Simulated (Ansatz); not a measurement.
# Dielectric function and optical constants of NaF (Villiaumite), part 2 of 2

What colour and refractive index does NaF (Villiaumite) have at this level of theory?

Ansatz 0.2.0; DFT, PBE, plane-wave PAW, default files, scalar-relativistic, independent-particle optical response without local fields.

So far. Step 2 (Ground state and bands): There is a gap, 6.29 eV on the path, so no carriers' term is needed. The cell is left with a pressure of 1.9 GPa, as it stands unrelaxed at this level.

### 3. Spectrum (continued)

At chosen wavelengths:

| wavelength (nm) | n | k | R (%) | 1/α |
| --- | --- | --- | --- | --- |
| 1550 | 1.38 | 0.000 | 2.6 | over 1 mm |
| 1064 | 1.38 | 0.000 | 2.6 | over 1 mm |
| 800 | 1.39 | 0.000 | 2.6 | over 1 mm |
| 365 | 1.41 | 0.000 | 2.9 | over 1 mm |
| 308 | 1.42 | 0.000 | 3.0 | over 1 mm |
| 248 | 1.45 | 0.000 | 3.4 | over 1 mm |
| 193 | 1.60 | 0.069 | 5.4 | 223 nm |

Rows near the edge hang on the gap, which this functional as a rule makes too small, and phonon-assisted absorption over an indirect gap is left out.

A film 1 µm thick would pass 95 % of daylight and look colourless in transmission (x = 0.313, y = 0.329).

The first strong peak, at 11.12 eV, lies at the vertical distance of the highest filled and the lowest empty band at L (11.02 eV), a point of high symmetry, where critical points commonly lie; the match rests on energies alone.

The f-sum over the summed bands holds 6.3 of the cell's 16 electrons outside the frozen cores, 10 of which lie in bands more than 12 eV below the Fermi level, whose transitions come at higher energies. Up to 22 eV the strength has a mean oscillator energy of 13.7 eV, and these transitions give 72 % of ε∞ − 1 along x; the rest comes from higher ones.

### 4. Static response with local fields

Perturbation theory gives the static response with local fields and the functional's kernel, and it needs no empty bands.

This step: DFT, PBE, plane-wave PAW, default files, scalar-relativistic, static field response by perturbation theory with local fields (Ansatz 0.2.0).

File input.yaml:

```yaml
crystal:
  lattice:
    - [0.0, 2.32, 2.32]
    - [2.32, 0.0, 2.32]
    - [2.32, 2.32, 0.0]
  atoms:
    - { symbol: Na, position: [0.0, 0.0, 0.0] }
    - { symbol: F, position: [0.5, 0.5, 0.5] }
kpoints:
  mp_grid: { grid: [8, 8, 8] }
scf:
  occupations: { method: fixed }
hamiltonian:
  xc: pbe
  pseudopotentials: { kind: paw }
dielectric: {}
```

Command:

```sh
> ansatz run input.yaml --threads 4 --pin off --max-ram 8192MiB --backend cpu --events-out ev --progress --plain --runs-dir out
```

Standard output:

```text
[...]
Crystal: 2 atoms, lattice volume = 24.974 Å³
Basis set: ecut = 420 eV, 531 PW (Γ), exchange–correlation on 48×48×48 points (8 copies of the dense FFT grid, shifted against one another)
Bands: 12, of which v1, the nominal top of the filled ones, is band 8 counted from 1 (7 counted from 0)
Symmetry: 48 space group operations
k-points: 59 of 512 (irreducible under 8 space group operations, time reversal used)
[...]
SCF iter   1: F=—  HF=-2297.425503 eV  |F-HF|=—  |Δ(HF+E_count)|=         —  Δρ=7.49e-4  dr2=9.26e-5  ethr=1.77e-3  ⟨swp⟩=4.7  Hψ=3453  notcnv=0  defer=109
[...]
SCF iter   9: F=-2297.425195 eV  HF=-2297.425195 eV  |F-HF|=7.28e-12  |Δ(HF+E_count)|=  3.55e-11  Δρ=2.12e-7  dr2=7.91e-12  ethr=1.00e-12  ⟨swp⟩=3.8  Hψ=2329  notcnv=0
SCF 1 converged in 9 iterations: F = -2297.425195 eV  dr2 = 7.91e-12
[...]
DFPT response loops at Γ: preconditioner auto → none (the input reference at scf.mixing.eps_inf says where Resta's filter doesn't serve); β = 0.50; Broyden in place of MSR1
SCF converged after 9 iterations
Free energy (F): -2297.425195 eV
[...]
Internal energy: -2297.425195 eV  (E = F + TS)
E sigma→0 (E₀):  -2297.425195 eV
Fermi energy:    0.991002 eV
[...]
--- Band table (eV; the first three rows and the last of 59) ---
  k-point 0: bands = [... 4 lower, -17.9649, 0.9910, 0.9910, 0.9910, 7.2857, 19.9515, 19.9515, 19.9515]
  k-point 1: bands = [... 4 lower, -17.7350, 0.6993, 0.9539, 0.9539, 7.8290, 18.2205, 20.1871, 20.1871]
  k-point 2: bands = [... 4 lower, -17.4601, 0.1047, 0.8649, 0.8649, 9.1431, 16.1291, 20.7038, 20.7038]
  k-point 58: bands = [... 4 lower, -17.4931, 0.1254, 0.1254, 0.4258, 14.1920, 14.1920, 16.1700, 17.8235]
--- Dielectric response (ions clamped): 1 representative field direction + reference, on 59 of 512 k-points (Σ response iterations 7) ---
  k mesh reduced under 8 symmetry operations, with k and −k counted as one. Each operation leaves every solved perturbation unchanged. A smaller set is not considered because the run solves the response to a homogeneous field
  ε∞ (high-frequency dielectric tensor):
        1.871991     0.000000    -0.000000
        0.000000     1.871991    -0.000000
        0.000000     0.000000     1.871991
  Born effective charges Z* (e; rows j = field, columns β = displacement):
    site 0:
         1.01298   -0.00000    0.00000
        -0.00000    1.01298   -0.00000
        -0.00000   -0.00000    1.01298
    site 1:
        -1.01298    0.00000    0.00000
         0.00000   -1.01298    0.00000
         0.00000    0.00000   -1.01298
  Z* charge neutrality: 2.922e-7 e pre-enforcement
  k-mesh period / interband length: 26.2 Å / 0.87 Å = 30.34 at k = (0.0000, 0.0000, 0.0000), direct gap 6.295 eV — 14 or more, which is no proof of convergence
```

Run time: 1.2 s. Hardware: 4 threads of Intel Xeon Platinum 8488C (Sapphire Rapids), shared host; peak memory 0.36 GiB; 4 s of CPU time.

Read from the output:

| Item | Value |
| --- | --- |
| electronic dielectric constant ε∞, mean of the axes | 1.872 |

ε∞ with local fields:

```
1.87 0.00 0.00
0.00 1.87 0.00
0.00 0.00 1.87
```

Diagonal elements. Born, by row:

| atom | Z*xx (e) | Z*yy (e) | Z*zz (e) |
| --- | --- | --- | --- |
| Na1 | 1.013 | 1.013 | 1.013 |
| F2 | -1.013 | -1.013 | -1.013 |

Mean Born charges are Na +1.01 and F -1.01, against formal valences of +1 and -1. They lie near the ionic values.

### 5. Results

- gap on the path: 6.29 eV
- least direct gap on the path: 6.29 eV
- electronic dielectric constant ε∞, mean of the axes (independent particles): 1.91
- absorption onset, first axis (α over 10⁴ cm⁻¹, or the direct gap if that lies higher): 6.29 eV
- main peak of Im epsilon, first axis: 13.8 eV
- electronic dielectric constant ε∞, mean of the axes (static response with local fields): 1.87

In words: At this level (PBE, independent particles) NaF has ε∞ = 1.91 (1.87 with local fields) and n = 1.38 at 1550 nm; absorption sets in near 6.3 eV, and Im ε peaks at 13.8 eV. The gap on the path is direct, 6.29 eV. Lines 0.2 eV wide carry a tail of absorption under the direct gap, past the threshold already at 6.21 eV. Absorption is strong from the direct gap on, 6.29 eV, in the ultraviolet, so the visible is passed. Im ε has its chief maxima at 11.12 eV (1.2), 13.85 eV (2.4) and 20.21 eV (1.3). The first strong peak, at 11.12 eV, lies at the vertical distance of the highest filled and the lowest empty band at L (11.02 eV), a point of high symmetry, where critical points commonly lie; the match rests on energies alone. A film 1 µm thick would pass 95 % of daylight and look colourless in transmission (x = 0.313, y = 0.329). With local fields and the functional's kernel the static response is 1.87 against 1.91 for independent particles (-2 %). In the base spectrum excitons and phonon-assisted transitions are missing, and so are local fields; PBE gaps are as a rule too small, which pulls the onset down and ε∞ up. In the base run ε includes the program's bounded estimate of what the bands above those summed add.

[Long decimals in the printed logs are rounded to 6 places.]

[Logs are printed without paths, hosts, clocks, repeated set-up lines and the standing remarks that a program may print on its own settings, such as how far it seeks lower states.]

[Hosts, paths, dates, database ids (printed as entryN), source tags and the programs' standing remarks are cut or masked in the printed files.]

[Where the starting crystal was built by hand or by swapping elements, it need not be the compound's stable phase.]

[The count of steps not shown may lack steps that the program refused or didn't finish.]
